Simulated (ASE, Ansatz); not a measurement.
# Energy and forces of generalised stacking fault on (112) of a Nb-Li solid solution (54 atoms)

Wanted: forces and levels of generalised stacking fault on (112) of a Nb-Li solid solution (54 atoms).

Method: Kohn-Sham DFT, r2SCAN, PAW (set soft_2), plane waves, in Ansatz 0.2.0.

### 1. The structure

The cell holds 54 atoms: 30 Nb and 24 Li. Cell: a = 8.820 Å, b = 4.801 Å, c = 25.244 Å, α = 90.0°, β = 85.0°, γ = 90.0°. It derives from Nb and Li. Bcc Nb lattice (a = 3.3949 Å, the value set for the mixture), cell with z along [112], 3 x 1 x 3 periods; the third cell vector is tilted by 0.750 of 1/2<111> (its sense, twinning or antitwinning, isn't checked) and lengthened by 0.2 Å, so the cell holds one fault; displaced by a Gaussian of 0.01 Å; 24 of 54 Nb sites given to Li at random (lattice constant by Vegard's rule between Nb and Li).

What the set-up can't give: The cell is under 6 Å thick along one periodic direction, so every atom has periodic images of itself close by, which move with it and show among its neighbours and in g(r). The host structure and its lattice constant were typed by rule, without a check against the phase diagram.

### 2. Plane-wave single point

The electrons are solved once, with the atoms held.

Input file input.yaml:

```yaml
crystal:
  lattice:
    - [8.82021, 0.0, 0.0]
    - [0.0, 4.80111, 0.0]
    - [2.20505, 0.0, 25.14732]
  atoms:
    - { symbol: Nb, position: [0.42022, 0.99947, 0.99218] }
    - { symbol: Nb, position: [0.08429, 0.00111, 0.99115] }
    - { symbol: Li, position: [0.75315, 0.00176, 0.9917] }
    - { symbol: Nb, position: [0.76529, 0.49721, 0.05379] }
    - { symbol: Nb, position: [0.43143, 0.50134, 0.05439] }
    - { symbol: Li, position: [0.09816, 0.50079, 0.05474] }
    - { symbol: Li, position: [0.86076, 0.00146, 0.10948] }
    - { symbol: Li, position: [0.52673, 0.00013, 0.11046] }
    - { symbol: Nb, position: [0.19315, 0.99986, 0.11033] }
    - { symbol: Nb, position: [0.62606, 0.49904, 0.16508] }
    - { symbol: Li, position: [0.29457, 0.5014, 0.16508] }
    - { symbol: Li, position: [0.95844, 0.49827, 0.1651] }
    - { symbol: Nb, position: [0.72331, 0.99869, 0.22063] }
    - { symbol: Nb, position: [0.38974, 0.00201, 0.21994] }
    - { symbol: Li, position: [0.05518, 0.99825, 0.21994] }
    - { symbol: Li, position: [0.82043, 0.50004, 0.27551] }
    - { symbol: Li, position: [0.48641, 0.49971, 0.27512] }
    - { symbol: Li, position: [0.1522, 0.50076, 0.27439] }
    - { symbol: Li, position: [0.5838, 0.00071, 0.33064] }
    - { symbol: Li, position: [0.2507, 0.00508, 0.33017] }
    - { symbol: Li, position: [0.9182, 0.99838, 0.3307] }
    - { symbol: Nb, position: [0.68193, 0.50104, 0.38487] }
    - { symbol: Nb, position: [0.34889, 0.49757, 0.3858] }
    - { symbol: Li, position: [0.0132, 0.49898, 0.38556] }
    - { symbol: Nb, position: [0.7792, 0.00098, 0.44071] }
    - { symbol: Nb, position: [0.44496, 0.00081, 0.44102] }
    - { symbol: Li, position: [0.11057, 0.00361, 0.44099] }
    - { symbol: Nb, position: [0.54174, 0.501, 0.49625] }
    - { symbol: Nb, position: [0.20897, 0.4988, 0.49601] }
    - { symbol: Li, position: [0.87473, 0.50142, 0.49596] }
    - { symbol: Nb, position: [0.64017, 0.99869, 0.55094] }
    - { symbol: Nb, position: [0.30544, 0.00473, 0.54988] }
    - { symbol: Nb, position: [0.9732, 0.00037, 0.55086] }
    - { symbol: Nb, position: [0.73757, 0.50211, 0.60604] }
    - { symbol: Li, position: [0.40328, 0.50218, 0.6064] }
    - { symbol: Li, position: [0.06974, 0.50218, 0.60614] }
    - { symbol: Nb, position: [0.50061, 0.99371, 0.6612] }
    - { symbol: Li, position: [0.16866, 0.99922, 0.66148] }
    - { symbol: Li, position: [0.83492, 0.00199, 0.66046] }
    - { symbol: Nb, position: [0.59901, 0.49864, 0.71581] }
    - { symbol: Li, position: [0.2673, 0.50163, 0.71604] }
    - { symbol: Nb, position: [0.93321, 0.50192, 0.71598] }
    - { symbol: Nb, position: [0.69707, 0.99908, 0.77107] }
    - { symbol: Nb, position: [0.36341, 0.99828, 0.77183] }
    - { symbol: Nb, position: [0.03083, 0.00102, 0.77176] }
    - { symbol: Nb, position: [0.46069, 0.50165, 0.82658] }
    - { symbol: Nb, position: [0.12483, 0.50277, 0.82574] }
    - { symbol: Li, position: [0.79293, 0.50352, 0.82697] }
    - { symbol: Nb, position: [0.55597, 0.00143, 0.88108] }
    - { symbol: Nb, position: [0.22475, 0.00151, 0.88147] }
    - { symbol: Nb, position: [0.88882, 0.00062, 0.88076] }
    - { symbol: Nb, position: [0.65472, 0.49809, 0.93645] }
    - { symbol: Li, position: [0.3205, 0.50147, 0.93643] }
    - { symbol: Li, position: [0.98806, 0.50072, 0.93671] }
kpoints:
  mp_grid: { grid: [2, 4, 1] }
hamiltonian:
  xc: r2scan
scf:
  occupations: { method: fermi_dirac, width: 0.1 }
output:
  forces: true
  stress: true
  populations: true
  dos:
    method: { smearing: { sigma: 0.1 } }
    de: 0.1
    projected: { site_lists: { Li: [Li], Nb: [Nb] } }
  eigenvalues: true
  write_density: true
  write_potential: true
  volumetric_format: npy
```

Started as:

```console
$ ansatz run input.yaml --threads 8 --pin off --max-ram 15872MiB --backend cpu --events-out ev --progress --plain --runs-dir out
```

Log:

```text
Engine: ansatz 0.2.0, aarch64-unknown-linux-gnu
Pseudopotentials: kind: paw
Pseudopotential: Nb, paw, valence charge 13, recommended cutoff 500 eV (meta_gga), Nb.paw.azcp
Pseudopotential: Li, paw, valence charge 3, recommended cutoff 500 eV (meta_gga), Li.paw.azcp
[... 6 lines on functional and potentials left out ...]
Crystal: 54 atoms, lattice volume = 1064.908 Å³
Basis set: ecut = 500 eV, 27063 PW (Γ), exchange–correlation on 288×144×768 points (64 copies of the dense FFT grid, shifted against one another)
Bands: 285, of which v1, the nominal top of the filled ones, is band 231 counted from 1 (230 counted from 0)
Symmetry: 1 space group operations
Space group: P1 (ITA 1), of the structure as read, at distance tolerance 1.0e-4 Å
k-points: 6 of 8 (time reversal used)
[... 6 lines on functional and potentials left out ...]
Initial density: superposition of atomic densities (neutral atoms: chi_scale 0, normalization atom), corrected by the library's trained network
Initial wavefunctions: pseudopotential atomic-orbital guess
Functional: x = r2scan, c = r2scan; τ floored in thin density (d = 2e-4 eV/Å³)
SCF iter   1: F=—  HF=-141801.100126 eV  |F-HF|=—  |Δ(HF+E_count)|=         —  Δρ=1.19e-2  dr2=4.41e1  dr2_τ=4.63e-1  ethr=1.77e-3  ⟨swp⟩=10.7  Hψ=7739  notcnv=0
preconditioner: auto → Kerker (q_TF=auto, 2.374 Å⁻¹)  [metal: Δε(μ)=0.009 eV  Ē_g=2.708 eV  σ=0.100 eV  W_gap=0.02  n_scr=240 (ndim 8)  ℏωp=15.0 eV  f_vac=0.000  D(μ)=61.00/eV (n_scr^D=610)]
SCF iter   2: F=—  HF=-141801.144580 eV  |F-HF|=—  |Δ(HF+E_count)|=   4.45e-2  Δρ=8.58e-3  dr2=1.11e1  dr2_τ=3.38e-1  ethr=1.77e-3  ⟨swp⟩=2.5  Hψ=2148  notcnv=0
SCF iter   3: F=—  HF=-141801.084463 eV  |F-HF|=—  |Δ(HF+E_count)|=   6.01e-2  Δρ=3.86e-3  dr2=1.78e0  dr2_τ=2.22e-2  ethr=1.77e-3  ⟨swp⟩=1.0  Hψ=1710  notcnv=0
SCF iter   4: F=—  HF=-141801.097709 eV  |F-HF|=—  |Δ(HF+E_count)|=   1.32e-2  Δρ=3.45e-3  dr2=8.25e-1  dr2_τ=3.62e-2  ethr=3.86e-4  ⟨swp⟩=1.0  Hψ=1710  notcnv=0
SCF iter   5: F=—  HF=-141801.078870 eV  |F-HF|=—  |Δ(HF+E_count)|=   1.88e-2  Δρ=8.93e-4  dr2=8.03e-2  dr2_τ=2.30e-3  ethr=1.79e-4  ⟨swp⟩=1.0  Hψ=1710  notcnv=0
SCF iter   6: F=—  HF=-141801.079850 eV  |F-HF|=—  |Δ(HF+E_count)|=   9.81e-4  Δρ=6.35e-4  dr2=1.52e-2  dr2_τ=1.27e-3  ethr=1.74e-5  ⟨swp⟩=1.0  Hψ=1710  notcnv=0
SCF iter   7: F=—  HF=-141801.079903 eV  |F-HF|=—  |Δ(HF+E_count)|=   5.25e-5  Δρ=2.97e-4  dr2=4.35e-3  dr2_τ=2.69e-4  ethr=3.28e-6  ⟨swp⟩=2.0  Hψ=1949  notcnv=0
SCF iter   8: F=—  HF=-141801.079983 eV  |F-HF|=—  |Δ(HF+E_count)|=   8.03e-5  Δρ=1.76e-4  dr2=2.59e-3  dr2_τ=4.58e-5  ethr=9.41e-7  ⟨swp⟩=1.2  Hψ=1711  notcnv=0
SCF iter   9: F=—  HF=-141801.080064 eV  |F-HF|=—  |Δ(HF+E_count)|=   8.12e-5  Δρ=1.43e-4  dr2=1.75e-3  dr2_τ=7.72e-5  ethr=5.61e-7  ⟨swp⟩=1.5  Hψ=1739  notcnv=0
SCF iter  10: F=—  HF=-141801.080037 eV  |F-HF|=—  |Δ(HF+E_count)|=   2.78e-5  Δρ=5.30e-5  dr2=2.39e-4  dr2_τ=1.42e-5  ethr=3.78e-7  ⟨swp⟩=1.2  Hψ=1737  notcnv=0
SCF iter  11: F=—  HF=-141801.080036 eV  |F-HF|=—  |Δ(HF+E_count)|=   7.81e-7  Δρ=3.05e-5  dr2=1.39e-5  dr2_τ=6.42e-7  ethr=5.17e-8  ⟨swp⟩=1.0  Hψ=1753  notcnv=0
SCF iter  12: F=—  HF=-141801.081538 eV  |F-HF|=—  |Δ(HF+E_count)|=   1.50e-3  Δρ=1.86e-5  dr2=1.33e-5  dr2_τ=7.28e-7  ethr=3.00e-9  ⟨swp⟩=2.0  Hψ=2166  notcnv=0
SCF iter  13: F=—  HF=-141801.081539 eV  |F-HF|=—  |Δ(HF+E_count)|=   6.27e-7  Δρ=8.76e-6  dr2=4.85e-6  dr2_τ=1.97e-7  ethr=2.88e-9  ⟨swp⟩=2.0  Hψ=1980  notcnv=0
SCF iter  14: F=—  HF=-141801.081539 eV  |F-HF|=—  |Δ(HF+E_count)|=   7.33e-9  Δρ=4.99e-6  dr2=2.42e-6  dr2_τ=7.62e-8  ethr=1.05e-9  ⟨swp⟩=1.5  Hψ=1713  notcnv=0
SCF iter  15: F=—  HF=-141801.081539 eV  |F-HF|=—  |Δ(HF+E_count)|=   5.30e-9  Δρ=2.51e-6  dr2=1.38e-7  dr2_τ=7.85e-9  ethr=5.24e-10  ⟨swp⟩=1.2  Hψ=1754  notcnv=0
SCF iter  16: F=—  HF=-141801.081539 eV  |F-HF|=—  |Δ(HF+E_count)|=   3.38e-8  Δρ=2.29e-6  dr2=2.54e-7  dr2_τ=1.18e-8  ethr=2.16e-11  ⟨swp⟩=10.5  Hψ=9378  notcnv=0
SCF iter  17: F=-141801.081539 eV  HF=-141801.081539 eV  |F-HF|=6.75e-8  |Δ(HF+E_count)|=  3.78e-10  Δρ=1.38e-6  dr2=8.23e-8  dr2_τ=4.20e-9  ethr=2.16e-11  ⟨swp⟩=5.7  Hψ=8910  notcnv=0
SCF 1 converged in 17 iterations: F = -141801.081539 eV  dr2 = 8.23e-8
  greatest PAW one-centre occupation: 1.000 electrons in one spin orbital (limit 2), on the Nb atom at site 48 (counted from 0), in its partial waves of l = 0
SCF converged after 17 iterations
Free energy (F): -141801.081539 eV
Harris-Foulkes:  -141801.081539 eV  (|F-HF|=6.75e-8)
Internal energy: -141799.085450 eV  (E = F + TS)
E sigma→0 (E₀):  -141800.083495 eV
Entropy (-TS):   -1.996088 eV (-36.965 meV/atom)
Fermi energy:    9.189052 eV
--- Per-component energies (eV) ---
  E_band       = -7392.912276
  E_kinetic    = 12165.085911
  E_local      = -53384.056109  (includes V_loc(G=0)·N_el)
  E_nonlocal   = 2804.971352
  E_hartree    = 20750.387178
  E_xc         = -5245.526671
  E_vxc        = -7323.774641  (∫ρ·V_xc dr)
  E_paw        = -93227.213889  (= ΣΔE_a)
  E_vpaw       = -3620.535187  (= ΣTr[D̂ρ^β])
  E_aug_tail   = -0.002354  (compensation charges beyond the density's cutoff)
  E_vtau       = 464.610556  (kinetic-family band-sum trace: ∫τ·v_τ [+ j·A + Jᵃ·Aᵃ] dr)
  E_ewald      = -25656.957947
  E_core_change = -5.772921  (= ΣΔE_core)
  E_smearing   = -1.996088  (= −TS)
  E_closure    = 0.000000  (closes the sum)
  Σ components = -141801.081539   (vs F -141801.081539, Δ=0.00e0)
--- Forces (eV/Å), atoms counted from 1 ---
  atom   1  Nb    -0.31635273     0.03434832     0.14115489
  atom   2  Nb     0.85167124    -0.01111801     0.32349601
  atom   3  Li    -0.15456010    -0.07051746     0.00872913
  atom   4  Nb    -1.35599325     0.09053819    -0.20332867
  atom   5  Nb     0.57281756    -0.03443437    -0.24895782
  atom   6  Li     0.10403772    -0.00343381    -0.01677153
  atom   7  Li    -0.11405953    -0.04187386     0.00465952
  atom   8  Li     0.38233482     0.00142122    -0.23682569
  atom   9  Nb     1.46099311     0.01956782    -1.42215532
  atom  10  Nb    -0.34933207    -0.01205855     0.11466849
  atom  11  Li    -0.26301742    -0.00437791     0.10138729
  atom  12  Li     0.03626974     0.01053795    -0.15131938
  atom  13  Nb    -2.14350682     0.01745468    -1.13769205
  atom  14  Nb     1.88190706    -0.01214199    -1.23854265
[...]
atom  53  Li    -0.22853765    -0.01231603     0.28798200
  atom  54  Li     0.09492949     0.00179382     0.15755899
  max |Σ_I F_I| component: 5.60e-5 eV/Å
--- Stress (GPa, compression-positive) ---
      -11.870605       0.031590       0.319035
        0.031590      -9.747473       0.044905
        0.319035       0.044905     -10.728862
  P = ⅓ Tr σ = -10.7823 GPa (-107.823 kbar)
--- Band table (eV; the first three rows and the last of 6) ---
  k-point 0: bands = ["-47.8178", "-47.7016", "-47.6368", "-47.6159", [... 269 levels ...], "11.1048", "11.1225", "11.2016", "11.2916", "11.2975", "11.3293", "11.3989", "11.4370", "11.4844", "11.4993", "11.6070", "11.6421"]
[...]
--- Löwdin populations: 54 sites ---
  site symbol       q [e]
     0     Nb     13.0264
     1     Nb     13.1973
     2     Li      2.6388
[...]
53     Li      2.6506
  spilling = 0.008907 (of n_electrons = 462.000000)
```

Run time: 2 min. Hardware: 8 threads of Arm Neoverse V2, shared host; peak memory 8.6 GiB.

In the SCF lines HF is the Harris–Foulkes energy and dr2 the Hartree energy of the density residual, in eV; the loop may stop once dr2 is under the threshold and the program's other checks hold. Hψ counts applications of the Hamiltonian.

Numbers from this run:

```yaml
free_energy: -141801.0815 eV
free_energy_per_atom: -2625.9460 eV/atom
scf_cycles: 17
pressure: -10.78 GPa
r_m_s_force_component: 0.5063 eV/Å
longest_force: 2.576 eV/Å
fermi_energy: 9.189 eV
levels_partly_filled_by_over_2_per_cent: 132
spilling_of_the_projection: 0.008907
```

Length of the force by element:

```csv
element,coordination,atoms,mean length of the force (eV/Å),spread,least,most
Li,all,24,0.221,0.102,0.0739,0.450
Nb,all,30,0.907,0.717,0.141,2.58
```

Density of states as counts of states in windows of 1 eV (from the Fermi level), total and the larger projections:

```csv
from (eV),to (eV),total,Nb d,Nb s,Li s
-18,-6,0.0,0.0,0.0,0.0
-6,-5,0.9,0.0,0.7,0.2
-5,-4,5.2,0.2,3.7,1.2
-4,-3,12.6,2.8,7.0,2.6
-3,-2,34.9,23.3,6.7,4.3
-2,-1,58.8,49.5,3.8,4.1
-1,0,64.9,55.0,3.0,3.5
0,1,48.3,38.1,2.6,2.6
```

About 285 of the 462 electrons lie in deeper levels, below the stored range.

The levels nearest the highest filled one (over half full), pooled over k-points and spins:

```csv
level less the highest filled one (eV),occupation
-0.0162,1.08
-0.0125,1.06
-0.0103,1.05
-0.008,1.04
-0.0025,1.01
0,1.00
0.0121,0.942
0.0166,0.92
0.0214,0.896
0.0331,0.839
0.0348,0.83
0.0483,0.765
```

Electrostatic potential energy in the ca plane at fractional y = 0.000, with atoms of Nb and Li within 0.2 Å of it. With pseudopotentials it is smooth inside the atoms' cores, unlike the true potential.

Values in eV, 13 rows by 16 columns, each cell a mean:
```
 10   9   9   5 -56 -35   9   9  11   0 -28   3 -25 -32   8   5
  8 -10 -10   9 -10  -5   8 -12   7  10   6   9 -39 -56   6   9
  9 -44 -52   7   7   9  10 -12   6   0 -14   8  -5 -16   8  -6
 11 -24 -36   4 -25  -8  11   9  10 -21 -64  -1   8   7  11  -7
 11   7   4   4 -60 -36   8   4  10  -9 -49  -1 -11 -16  10   9
  9   1   1   9 -26 -15   0 -42  -4   9   1   8 -40 -56   6   6
  9 -35 -41   8   7   8  -5 -68 -18   6   0   9 -17 -32   4 -31
 10 -36 -49   5  -9   2   6 -22  -2 -14 -52   2   8   5   6 -55
 11   0  -6   3 -56 -28  10   8  10 -16 -64  -4  -1  -3  10 -16
 10  11  10   7 -45 -26   9   4  10   5 -11   5 -35 -49   7   8
 10   4   3  11   1   3   8 -19   5   9   6  10 -28 -47   4 -13
 11  -6 -11  10   2   6  10  -3   7  -7 -33   5   5  -1   5 -56
 11   6   4   5 -44 -20  11  11  11 -20 -69  -4   6   6   8 -37
```
Columns run along c (16.0 Å, from fractional 0.37 to 1.00 of the cell; values clipped at the 3rd and 97th percentile), rows up along a (8.8 Å). Atoms in or near the plane, at fractional coordinates: Nb at (0.99, 0.42), Nb at (0.99, 0.08), Li at (0.99, 0.75), Nb at (0.44, 0.78), Nb at (0.44, 0.44), Li at (0.44, 0.11), Nb at (0.55, 0.64), Nb at (0.55, 0.31), Nb at (0.55, 0.97), Nb at (0.66, 0.50), Li at (0.66, 0.17), Li at (0.66, 0.83), Nb at (0.77, 0.70), Nb at (0.77, 0.36) and more.

Valence density in the ca plane at fractional y = 0.000, with atoms of Nb and Li within 0.2 Å of it. It is the smooth field of the valence electrons, not physical close to the nuclei.

Ten even steps from '0' (0.0 e/Å³) to '9' (7.4 e/Å³), each cell a mean:
```
00000000000000000000210000000000015665100000
00000000000000000003950000000000003553000000
00005710000000000001530000011000001221000002
00005810000000000000000000144200000000000029
00000100000232100000000000366510000000000015
00000000001466300000000000366520000000000000
00000000001566410000000000145310001321000000
00000000000356300000000000011100014663000000
00000000000022100000200000000000015665100000
00000000000000000003950000000000003563100012
00004710000000000001530000011000000221000145
00005820000000000000000000144200000000000256
00000100000232100000000000366510000000000146
00000000001466300000000000366520000000000023
00000000001566410000000000145310001321000000
00000000000366300000000000001100014663000000
00000000000122100000200000000000015665100000
00014420000000000003940000000000003563000000
00036651000000000001530000000000001221000002
00036652000000000000000000000000000000000029
00014531000000000000000000047100000000000015
00001110000043000000000000048200000000000000
00000000000197000000000000001000001331000000
00000000000022000000000000000000014663000000
```
Columns run along c (16.0 Å, from fractional 0.04 to 0.67 of the cell), rows up along a (8.8 Å). Atoms in or near the plane, at fractional coordinates: Li at (0.11, 0.86), Li at (0.11, 0.53), Nb at (0.11, 0.19), Nb at (0.22, 0.72), Nb at (0.22, 0.39), Li at (0.22, 0.06), Li at (0.33, 0.58), Li at (0.33, 0.25), Li at (0.33, 0.92), Nb at (0.44, 0.78), Nb at (0.44, 0.44), Li at (0.44, 0.11), Nb at (0.55, 0.64), Nb at (0.55, 0.31) and more.

Within 0.4 eV of the Fermi level the largest share is Nb d (87 % of the projected weight).

### 3. Distances and neighbours

These statistics describe the geometry on which the runs were made.

Density 4.61 g/cm³, 19.72 Å³ an atom.

g(r), total and by pair (bins of 0.2 Å):

```csv
r (Å),total,Nb-Nb,Nb-Li,Li-Li
2.80,0.25,0.34,0.28,0.00
3.00,6.85,6.55,7.10,6.65
3.20,0.17,0.18,0.11,0.29
3.40,3.94,4.25,3.47,4.61
3.60,0.00,0.00,0.00,0.00
3.80,0.00,0.00,0.00,0.00
4.00,0.11,0.12,0.15,0.00
4.20,0.06,0.10,0.00,0.16
4.40,0.03,0.10,0.00,0.00
4.60,0.00,0.00,0.00,0.00
4.80,3.70,4.53,2.66,5.02
5.00,0.22,0.15,0.30,0.12
5.20,0.06,0.00,0.11,0.00
5.40,0.19,0.19,0.18,0.20
5.60,5.34,5.11,5.62,5.02
5.80,1.76,1.84,1.66,1.89
6.00,0.17,0.16,0.15,0.21
6.20,0.14,0.20,0.06,0.23
6.40,0.13,0.16,0.12,0.11
6.60,0.08,0.11,0.05,0.10
6.80,0.91,0.88,0.97,0.80
7.00,0.07,0.00,0.14,0.00
7.20,0.11,0.15,0.06,0.17
7.40,3.12,3.06,3.17,3.09
7.60,3.00,2.98,3.03,2.98
7.80,0.16,0.17,0.16,0.17
```

Local excerpt of 15 atoms (numbers count through the whole input) about Nb23, which bears the longest force; x, y, z are measured from there.

```csv
atom,x,y,z,distance (Å),Fx,Fy,Fz (eV/Å)
Nb23,0.00,0.00,0.00,0.00,1.77,0.09,1.87
Li20,-0.99,-2.36,-1.40,2.92,0.02,-0.08,0.17
Nb26,0.97,-2.38,1.39,2.93,0.23,0.00,0.28
Nb22,2.94,0.02,-0.02,2.94,-1.45,-0.02,1.60
Nb29,-0.99,0.01,2.77,2.94,0.71,0.02,-0.40
Li17,0.97,0.01,-2.78,2.95,0.23,0.02,0.00
Nb26,0.97,2.42,1.39,2.95,0.23,0.00,0.28
Li24,-2.96,0.01,-0.01,2.96,-0.04,0.02,0.24
Li20,-0.99,2.44,-1.40,2.98,0.02,-0.08,0.17
Li19,1.95,-2.39,-1.39,3.38,-0.21,0.00,0.09
Li27,-1.98,-2.37,1.39,3.39,0.35,-0.05,-0.12
Nb28,1.94,0.02,2.78,3.39,-0.27,-0.02,-0.94
Li19,1.95,2.42,-1.39,3.40,-0.21,0.00,0.09
Li27,-1.98,2.43,1.39,3.43,0.35,-0.05,-0.12
Li18,-1.98,0.02,-2.80,3.43,0.17,0.00,-0.12
```

### 4. Summary of results

| Quantity | Value |
| --- | --- |
| free energy per atom | -2625.9460 eV/atom |
| density | 4.606 g/cm³ |
| pressure | -10.78 GPa |
| r.m.s. force component | 0.5063 eV/Å |
| wall time of the 1 DFT run | 2 min |

What this shows: 132 levels are partly filled, by over 2 % (on the run's k-points), as in a metal.

What to keep in mind: The geometry was built by rule, was displaced at random and isn't relaxed at this level: its force components are 0.51 eV/Å r.m.s. The pressure of -11 GPa says that the cell would shrink at this level of theory.

[Logs are printed without paths, hosts, clocks, repeated set-up lines and the standing remarks that a program may print on its own settings, such as how far it seeks lower states.]

[Hosts, paths, dates, database ids (printed as entryN), source tags and the programs' standing remarks are cut or masked in the printed files.]
